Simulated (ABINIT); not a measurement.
**CdH2 (Fm-3m): from the cell to the phonon bands**

How does CdH2 (Fm-3m) vibrate, and is this structure a minimum?

Method: DFT PBEsol, scalar-relativistic, plane waves, PseudoDojo norm-conserving pseudopotentials, in ABINIT 10.8.3.

The structure was built from a prototype and need not be the compound's stable phase.

## (1) The starting structure

Symmetry: Fm-3m, No. 225, cubic system. The conventional cell has a = 5.590 Å, b = 5.590 Å, c = 5.590 Å, α = 90.00°, β = 90.00°, γ = 90.00°. Nearest to Cd lie 8 H at 2.42 Å. Nearest to H lie 4 Cd at 2.42 Å. Farther neighbours are not listed.

## (2) A first look

A first run with smearing and empty bands tells whether the crystal has a gap, which decides between fixed occupations and smearing later on.

probe.abi reads:

```
# ground state
tolvrs 1.0d-08
prtden 1
prtwf 1

# basis, mesh and filling
ecut 47.0
ngkpt 6 6 6
nshiftk 1
shiftk 0.0 0.0 0.0
istwfk *1
occopt 7
tsmear 0.005
nband 18
nstep 100
diemac 9.0
prtebands 0
prtgsr 0
useylm 1

# cell and atoms
acell 3*1.0 Angstrom
rprim 
    0.0 2.79495 2.79495
    2.79495 0.0 2.79495
    2.79495 2.79495 0.0
ntypat 2
znucl 48 1
natom 3
typat 1 2 2
xred 
    0.0 0.0 0.0
    0.25 0.25 0.25
    0.75 0.75 0.75
pp_dirpath "./pseudo"
pseudos "Cd.upf, H.upf"
```

Started as:

```sh
> OMP_NUM_THREADS=1 mpirun -n 4 abinit probe.abi > probe.log
```

Numbers of over 12 decimals in the logs are rounded to 6 here.

probe.abo, the main output file:

```text
[banners, grids, parts of the stress and lines that vanish by symmetry left out]
- input  file    -> probe.abi
- output file    -> probe.abo
- root for input  files -> probei
[...]
Symmetries : space group Fm -3 m (#225); Bravais cF (face-center cubic)
[...]
mpw =        4573          nfft =      110592          nkpt =          16
[...]
== DATASET  1 ==================================================================
[...]
cutoff_energies: {ecut:  47.0, pawecutdg:  -1.0, }
[...]
ETOT  1  -175.08106590927    -1.751E+02 2.809E+00 1.648E+03
 ETOT  2  -175.88444540211    -8.034E-01 3.975E-02 2.976E+03
 ETOT  3  -176.25159015992    -3.671E-01 5.629E-03 2.189E+02
 ETOT  4  -176.27729826302    -2.571E-02 2.111E-03 1.395E+01
 ETOT  5  -176.27906176139    -1.763E-03 2.982E-04 4.446E-01
[...]
ETOT 10  -176.27912494075    -1.257E-10 3.146E-04 6.118E-08
 ETOT 11  -176.27912494077    -1.671E-11 4.257E-05 6.096E-10
 At SCF step   11       vres2   =  6.10E-10 < tolvrs=  1.00E-08 =>converged.
[...]
sigma(1 1)=  3.87816491E-04  sigma(3 2)=  0.00000000E+00
  sigma(2 2)=  3.87816491E-04  sigma(3 1)=  0.00000000E+00
  sigma(3 3)=  3.87816491E-04  sigma(2 1)=  0.00000000E+00
[...]
convergence: {deltae: -1.671E-11, res2:  6.096E-10, residm:  4.257E-05, diffor: null, }
etotal    :  -1.76279125E+02
[...]
sigma(1 1)=  3.87816491E-04  sigma(3 2)=  0.00000000E+00
  sigma(2 2)=  3.87816491E-04  sigma(3 1)=  0.00000000E+00
  sigma(3 3)=  3.87816491E-04  sigma(2 1)=  0.00000000E+00
[...]
- sigma(1 1)=  1.14099551E+01  sigma(3 2)=  0.00000000E+00
- sigma(2 2)=  1.14099551E+01  sigma(3 1)=  0.00000000E+00
- sigma(3 3)=  1.14099551E+01  sigma(2 1)=  0.00000000E+00
[...]
fcart     -0.0000000000E+00 -0.0000000000E+00 -0.0000000000E+00
           strten      3.8781649131E-04  3.8781649131E-04  3.8781649131E-04
================================================================================

[key lines of the parts left out:]
pressure_GPa:  -1.1410E+01
```

The job ended after 13 s (4 MPI ranks of Arm Neoverse V1, shared host).

Numbers from this step:

```yaml
volume_per_atom: 14.56 Å³
pressure: -11.41 GPa
gap_on_the_k_mesh: 0 eV
```

No gap opens on this mesh, so smearing is kept; the printed pressure holds the stress of the finite basis too.

## (3) Rough relaxation

The typed start is rough, so a first relaxation with smearing and loose thresholds takes it towards rest cheaply.

prerelax.abi reads:

```
# relaxation
ionmov 2
optcell 2
dilatmx 1.15
chkdilatmx 0
ntime 40
tolmxf 3.0d-04
tolvrs 1.0d-10
prtwf 0
prtden 0
chksymtnons 0

# basis, mesh and filling
ecut 46.0
ecutsm 3.0
ngkpt 6 6 6
nshiftk 1
shiftk 0.0 0.0 0.0
istwfk *1
occopt 7
tsmear 0.005
nband 18
nstep 100
diemac 1000000.0
prtebands 0
prtgsr 0
useylm 1

# cell and atoms
acell 3*1.0 Angstrom
rprim 
    0.0 2.79495 2.79495
    2.79495 0.0 2.79495
    2.79495 2.79495 0.0
ntypat 2
znucl 48 1
natom 3
typat 1 2 2
xred 
    0.0 0.0 0.0
    0.25 0.25 0.25
    0.75 0.75 0.75
pp_dirpath "./pseudo"
pseudos "Cd.upf, H.upf"
```

Started as:

```sh
> OMP_NUM_THREADS=1 mpirun -n 4 abinit prerelax.abi > prerelax.log
```

prerelax.abo, the main output file:

```text
[banners, grids, parts of the stress and lines that vanish by symmetry left out]
- input  file    -> prerelax.abi
- output file    -> prerelax.abo
- root for input  files -> prerelaxi
[...]
Symmetries : space group Fm -3 m (#225); Bravais cF (face-center cubic)
[...]
mpw =        6710          nfft =      157464          nkpt =          16
[...]
== DATASET  1 ==================================================================
[...]
cutoff_energies: {ecut:  46.0, pawecutdg:  -1.0, }
[...]
ETOT  1  -175.38158576619    -1.754E+02 3.561E+00 1.575E+03
 ETOT  2  -176.05940283823    -6.778E-01 8.297E-02 2.243E+03
 ETOT  3  -176.26721955434    -2.078E-01 7.044E-03 1.247E+02
 ETOT  4  -176.27809660657    -1.088E-02 1.064E-03 5.188E+00
 ETOT  5  -176.27856818806    -4.716E-04 5.994E-05 1.505E-01
[...]
At SCF step   11       vres2   =  4.95E-11 < tolvrs=  1.00E-10 =>converged.
[...]
ETOT  8  -176.29907929773    -1.211E-11 4.649E-09 1.025E-11
 At SCF step    8       vres2   =  1.03E-11 < tolvrs=  1.00E-10 =>converged.
[...]
sigma(1 1)=  1.27599510E-07  sigma(3 2)=  0.00000000E+00
  sigma(2 2)=  1.27599510E-07  sigma(3 1)=  0.00000000E+00
  sigma(3 3)=  1.27599510E-07  sigma(2 1)=  0.00000000E+00
[...]
convergence: {deltae: -1.211E-11, res2:  1.025E-11, residm:  4.649E-09, diffor: null, }
etotal    :  -1.76299079E+02
[...]
At Broyd/MD step   7, gradients are converged :
[...]
sigma(1 1)=  1.27599510E-07  sigma(3 2)=  0.00000000E+00
  sigma(2 2)=  1.27599510E-07  sigma(3 1)=  0.00000000E+00
  sigma(3 3)=  1.27599510E-07  sigma(2 1)=  0.00000000E+00
[...]
- sigma(1 1)=  3.75410720E-03  sigma(3 2)=  0.00000000E+00
- sigma(2 2)=  3.75410720E-03  sigma(3 1)=  0.00000000E+00
- sigma(3 3)=  3.75410720E-03  sigma(2 1)=  0.00000000E+00
[...]
fcart     -0.0000000000E+00 -0.0000000000E+00 -0.0000000000E+00
           strten      1.2759951035E-07  1.2759951035E-07  1.2759951036E-07
================================================================================

[key lines of the parts left out:]
pressure_GPa:  -3.7541E-03
Total energy (etotal) [Ha]= -1.76299079297734E+02
```

Run time: 2.2 min. Hardware: 4 MPI ranks; 8.8 min of CPU time.

The steps of the relaxation:

| step | energy less that of the first step (eV) | largest force (eV/Å) | volume (Å³) |
| --- | --- | --- | --- |
| 1 | 0.0000 | 0.0000 | 43.67 |
| 2 | -0.0982 | 0.0000 | 42.21 |
| 3 | -0.2568 | 0.0000 | 25.72 |
| 4 | -0.5208 | 0.0000 | 33.94 |
| 5 | -0.5554 | 0.0000 | 32.00 |
| 6 | -0.5578 | 0.0000 | 31.33 |
| 7 | -0.5578 | 0.0000 | 31.39 |

| conventional cell, symmetrised | before | after | change |
| --- | --- | --- | --- |
| a (Å) | 5.590 | 5.007 | -10.4 % |
| b (Å) | 5.590 | 5.007 | -10.4 % |
| c (Å) | 5.590 | 5.007 | -10.4 % |
| volume (Å³/atom) | 14.56 | 10.46 | -28.1 % |

Final coordinates:

```xyz
3
Lattice="0.0000 2.5037 2.5037 2.5037 0.0000 2.5037 2.5037 2.5037 0.0000" Properties=species:S:1:pos:R:3 pbc="T T T"
Cd    0.0000    0.0000    0.0000
H     1.2518    1.2518    1.2518
H     3.7555    3.7555    3.7555
```

Read from the output:

```
volume per atom : 10.46 Å³
pressure        : -0.003754 GPa
```

The volume changes by -28.1 % in this run and stands -28.1 % from the first cell.

## (4) Rough relaxation

The cell changed much, so the rough relaxation is repeated on a basis made for the new cell.

Changes to prerelax.abi since step 3:

```diff
@@ -31,5 +31,5 @@
 rprim 
-    0.0 2.79495 2.79495
-    2.79495 0.0 2.79495
-    2.79495 2.79495 0.0
+    0.0 2.503684808 2.503684808
+    2.503684808 0.0 2.503684808
+    2.503684808 2.503684808 0.0
 ntypat 2
```

prerelax.abo, the main output file:

```text
[banners, grids, parts of the stress and lines that vanish by symmetry left out]
- input  file    -> prerelax.abi
- output file    -> prerelax.abo
- root for input  files -> prerelaxi
[...]
Symmetries : space group Fm -3 m (#225); Bravais cF (face-center cubic)
[...]
mpw =        4826          nfft =      110592          nkpt =          16
[...]
== DATASET  1 ==================================================================
[...]
cutoff_energies: {ecut:  46.0, pawecutdg:  -1.0, }
[...]
ETOT  1  -175.69402450043    -1.757E+02 3.866E+00 5.567E+02
 ETOT  2  -176.22740774175    -5.334E-01 4.473E-02 6.122E+02
 ETOT  3  -176.29770634469    -7.030E-02 6.585E-03 1.182E+01
 ETOT  4  -176.29905870771    -1.352E-03 1.389E-03 1.539E-01
 ETOT  5  -176.29903584512     2.286E-05 6.431E-04 3.033E-01
[...]
ETOT 10  -176.29907929110     1.134E-11 9.293E-05 1.113E-10
 ETOT 11  -176.29907929110     6.537E-12 4.847E-05 9.749E-14
 At SCF step   11       vres2   =  9.75E-14 < tolvrs=  1.00E-10 =>converged.
[...]
sigma(1 1)=  1.28146891E-07  sigma(3 2)=  0.00000000E+00
  sigma(2 2)=  1.28146891E-07  sigma(3 1)=  0.00000000E+00
  sigma(3 3)=  1.28146891E-07  sigma(2 1)=  0.00000000E+00
[...]
convergence: {deltae:  6.537E-12, res2:  9.749E-14, residm:  4.847E-05, diffor: null, }
etotal    :  -1.76299079E+02
[...]
At Broyd/MD step   1, gradients are converged :
[...]
sigma(1 1)=  1.28146891E-07  sigma(3 2)=  0.00000000E+00
  sigma(2 2)=  1.28146891E-07  sigma(3 1)=  0.00000000E+00
  sigma(3 3)=  1.28146891E-07  sigma(2 1)=  0.00000000E+00
[...]
- sigma(1 1)=  3.77021169E-03  sigma(3 2)=  0.00000000E+00
- sigma(2 2)=  3.77021169E-03  sigma(3 1)=  0.00000000E+00
- sigma(3 3)=  3.77021169E-03  sigma(2 1)=  0.00000000E+00
[...]
fcart     -0.0000000000E+00 -0.0000000000E+00 -0.0000000000E+00
           strten      1.2814689057E-07  1.2814689057E-07  1.2814689057E-07
================================================================================

[key lines of the parts left out:]
pressure_GPa:  -3.7702E-03
Total energy (etotal) [Ha]= -1.76299079291095E+02
```

It took 14 s on 4 MPI ranks.

Little changed from the start: no atom moved by 0.005 Å and no cell edge by 0.1 %.

This step gave:

* pressure: -0.003770 GPa

The volume changes by +0.0 % in this run and stands -28.1 % from the first cell.

## (5) Relaxation

The harmonic expansion needs vanishing forces, and a free crystal bears no stress, so cell and atoms are brought to rest. Stress is more sensitive to the basis than forces are: the last 3 Ha under the cutoff are smoothed with ecutsm, and the cutoff is raised above that of the later runs.

relax.abi reads:

```
# relaxation
ionmov 2
optcell 2
dilatmx 1.08
ntime 40
tolmxf 1.0d-05
tolvrs 1.0d-14
prtwf 0
prtden 0
chksymtnons 0

# basis, mesh and filling
ecut 57.0
ecutsm 3.0
ngkpt 10 10 10
nshiftk 1
shiftk 0.0 0.0 0.0
istwfk *1
occopt 7
tsmear 0.01
nband 18
nstep 100
diemac 1000000.0
prtebands 0
prtgsr 0
useylm 1

# cell and atoms
acell 3*1.0 Angstrom
rprim 
    0.0 2.50368481 2.50368481
    2.50368481 0.0 2.50368481
    2.50368481 2.50368481 0.0
ntypat 2
znucl 48 1
natom 3
typat 1 2 2
xred 
    0.0 0.0 0.0
    0.25 0.25 0.25
    0.75 0.75 0.75
pp_dirpath "./pseudo"
pseudos "Cd.upf, H.upf"
```

Started as:

```sh
> OMP_NUM_THREADS=1 mpirun -n 4 abinit relax.abi > relax.log
```

relax.abo, the main output file:

```text
[banners, grids, parts of the stress and lines that vanish by symmetry left out]
- input  file    -> relax.abi
- output file    -> relax.abo
- root for input  files -> relaxi
[...]
Symmetries : space group Fm -3 m (#225); Bravais cF (face-center cubic)
[...]
mpw =        5577          nfft =      125000          nkpt =          47
[...]
== DATASET  1 ==================================================================
[...]
cutoff_energies: {ecut:  57.0, pawecutdg:  -1.0, }
[...]
ETOT  1  -175.57034702504    -1.756E+02 3.585E+00 9.616E+02
 ETOT  2  -176.17206491351    -6.017E-01 9.330E-02 1.302E+03
 ETOT  3  -176.29449269755    -1.224E-01 1.112E-02 5.637E+01
 ETOT  4  -176.29927383745    -4.781E-03 4.370E-03 3.189E+00
 ETOT  5  -176.29945887559    -1.850E-04 5.300E-03 1.449E+00
[...]
At SCF step   12       vres2   =  8.58E-15 < tolvrs=  1.00E-14 =>converged.
[...]
sigma(1 1)= -1.43890287E-05  sigma(3 2)=  0.00000000E+00
  sigma(2 2)= -1.43890287E-05  sigma(3 1)=  0.00000000E+00
  sigma(3 3)= -1.43890287E-05  sigma(2 1)=  0.00000000E+00
[...]
convergence: {deltae:  2.160E-12, res2:  8.579E-15, residm:  8.139E-04, diffor: null, }
etotal    :  -1.76299601E+02
[...]
ETOT  1  -176.29948497099    -1.763E+02 3.380E-04 1.749E+00
[...]
At SCF step    9       vres2   =  8.88E-15 < tolvrs=  1.00E-14 =>converged.
[...]
sigma(1 1)= -1.13849071E-05  sigma(3 2)=  0.00000000E+00
  sigma(2 2)= -1.13849071E-05  sigma(3 1)=  0.00000000E+00
  sigma(3 3)= -1.13849071E-05  sigma(2 1)=  0.00000000E+00
[...]
convergence: {deltae: -1.381E-11, res2:  8.880E-15, residm:  6.361E-06, diffor: null, }
etotal    :  -1.76299605E+02
[...]
ETOT  1  -176.29781997510    -1.763E+02 1.948E-05 2.585E+01
[...]
ETOT  9  -176.29961093382     1.620E-12 8.613E-07 8.369E-14
 ETOT 10  -176.29961093382     7.589E-12 2.095E-06 1.577E-15
 At SCF step   10       vres2   =  1.58E-15 < tolvrs=  1.00E-14 =>converged.
[...]
sigma(1 1)= -9.08999094E-08  sigma(3 2)=  0.00000000E+00
  sigma(2 2)= -9.08999094E-08  sigma(3 1)=  0.00000000E+00
  sigma(3 3)= -9.08999094E-08  sigma(2 1)=  0.00000000E+00
[...]
convergence: {deltae:  7.589E-12, res2:  1.577E-15, residm:  2.095E-06, diffor: null, }
etotal    :  -1.76299611E+02
[...]
At Broyd/MD step   3, gradients are converged :
[...]
sigma(1 1)= -9.08999094E-08  sigma(3 2)=  0.00000000E+00
  sigma(2 2)= -9.08999094E-08  sigma(3 1)=  0.00000000E+00
  sigma(3 3)= -9.08999094E-08  sigma(2 1)=  0.00000000E+00
[...]
- sigma(1 1)= -2.67436767E-03  sigma(3 2)=  0.00000000E+00
- sigma(2 2)= -2.67436767E-03  sigma(3 1)=  0.00000000E+00
- sigma(3 3)= -2.67436767E-03  sigma(2 1)=  0.00000000E+00
[...]
fcart     -3.6974980699E-32  3.6974980699E-32 -3.6974980699E-32
           strten     -9.0899909424E-08 -9.0899909422E-08 -9.0899909421E-08
================================================================================

[key lines of the parts left out:]
pressure_GPa:   2.6744E-03
Total energy (etotal) [Ha]= -1.76299610933816E+02
```

Elapsed: 2.1 min, on 4 MPI ranks.

The steps of the relaxation:

| step | energy less that of the first step (eV) | largest force (eV/Å) | volume (Å³) |
| --- | --- | --- | --- |
| 1 | 0.0000 | 0.0000 | 31.39 |
| 2 | -0.0001 | 0.0000 | 31.43 |
| 3 | -0.0003 | 0.0000 | 31.58 |

| conventional cell, symmetrised | before | after | change |
| --- | --- | --- | --- |
| a (Å) | 5.007 | 5.018 | +0.2 % |
| b (Å) | 5.007 | 5.018 | +0.2 % |
| c (Å) | 5.007 | 5.018 | +0.2 % |
| volume (Å³/atom) | 10.46 | 10.53 | +0.6 % |

Final coordinates:

```xyz
3
Lattice="0.0000 2.5089 2.5089 2.5089 0.0000 2.5089 2.5089 2.5089 0.0000" Properties=species:S:1:pos:R:3 pbc="T T T"
Cd    0.0000    0.0000    0.0000
H     1.2544    1.2544    1.2544
H     3.7633    3.7633    3.7633
```

Numbers from this step:

```
volume per atom : 10.53 Å³
pressure        : 0.002674 GPa
```

The volume changes by +0.6 % in this run and stands -27.7 % from the first cell.

## (6) Ground state

First-order wavefunctions inherit every error of the ground state, hence the very tight tolvrs. Smearing stays on, as the first look found no gap above 0.3 eV.

gs.abi reads:

```
# ground state
tolvrs 1.0d-16
prtden 1
prtwf 1

# basis, mesh and filling
ecut 47.0
ngkpt 12 12 12
nshiftk 1
shiftk 0.0 0.0 0.0
istwfk *1
occopt 7
tsmear 0.01
nband 18
nstep 100
diemac 1000000.0
prtebands 0
prtgsr 0
useylm 1

# cell and atoms
acell 3*1.0 Angstrom
rprim 
    0.0 2.508886975 2.508886975
    2.508886975 0.0 2.508886975
    2.508886975 2.508886975 0.0
ntypat 2
znucl 48 1
natom 3
typat 1 2 2
xred 
    0.0 0.0 0.0
    0.25 0.25 0.25
    0.75 0.75 0.75
pp_dirpath "./pseudo"
pseudos "Cd.upf, H.upf"
```

Started as:

```sh
> OMP_NUM_THREADS=1 mpirun -n 4 abinit gs.abi > gs.log
```

gs.abo, the main output file:

```text
[banners, grids, parts of the stress and lines that vanish by symmetry left out]
- input  file    -> gs.abi
- output file    -> gs.abo
- root for input  files -> gsi
[...]
Symmetries : space group Fm -3 m (#225); Bravais cF (face-center cubic)
[...]
mpw =        3306          nfft =       91125          nkpt =          72
[...]
== DATASET  1 ==================================================================
[...]
cutoff_energies: {ecut:  47.0, pawecutdg:  -1.0, }
[...]
ETOT  1  -175.69607884905    -1.757E+02 3.824E+00 4.985E+02
 ETOT  2  -176.22103108744    -5.250E-01 4.557E-02 5.703E+02
 ETOT  3  -176.29763730247    -7.661E-02 2.547E-02 1.398E+01
 ETOT  4  -176.29933420457    -1.697E-03 8.702E-03 6.204E-01
 ETOT  5  -176.29935051598    -1.631E-05 9.790E-04 5.291E-01
[...]
ETOT 12  -176.29942678095     1.342E-11 1.238E-04 3.442E-16
 ETOT 13  -176.29942678095     3.098E-12 5.823E-04 3.103E-18
 At SCF step   13       vres2   =  3.10E-18 < tolvrs=  1.00E-16 =>converged.
[...]
sigma(1 1)=  1.91090925E-05  sigma(3 2)=  0.00000000E+00
  sigma(2 2)=  1.91090925E-05  sigma(3 1)=  0.00000000E+00
  sigma(3 3)=  1.91090925E-05  sigma(2 1)=  0.00000000E+00
[...]
convergence: {deltae:  3.098E-12, res2:  3.103E-18, residm:  5.823E-04, diffor: null, }
etotal    :  -1.76299427E+02
[...]
sigma(1 1)=  1.91090925E-05  sigma(3 2)=  0.00000000E+00
  sigma(2 2)=  1.91090925E-05  sigma(3 1)=  0.00000000E+00
  sigma(3 3)=  1.91090925E-05  sigma(2 1)=  0.00000000E+00
[...]
- sigma(1 1)=  5.62208911E-01  sigma(3 2)=  0.00000000E+00
- sigma(2 2)=  5.62208911E-01  sigma(3 1)=  0.00000000E+00
- sigma(3 3)=  5.62208911E-01  sigma(2 1)=  0.00000000E+00
[...]
fcart     -0.0000000000E+00 -0.0000000000E+00 -0.0000000000E+00
           strten      1.9109092499E-05  1.9109092499E-05  1.9109092499E-05
================================================================================

[key lines of the parts left out:]
pressure_GPa:  -5.6221E-01
```

Run time: 57 s. Hardware: 4 MPI ranks.

Read from the output:

```yaml
pressure: -0.5622 GPa
```

The cell stands at -0.56 GPa: the relaxation ran with a smoothed and higher cutoff and on another k mesh.

(Part 1 of 5 ends here.)

[Host names and launcher messages were left out of these logs when they were recorded.]

[Logs are printed without paths, hosts, clocks, repeated set-up lines and the standing remarks that a program may print on its own settings, such as how far it seeks lower states.]

[Hosts, paths, dates, database ids (printed as entryN), source tags and the programs' standing remarks are cut or masked in the printed files.]
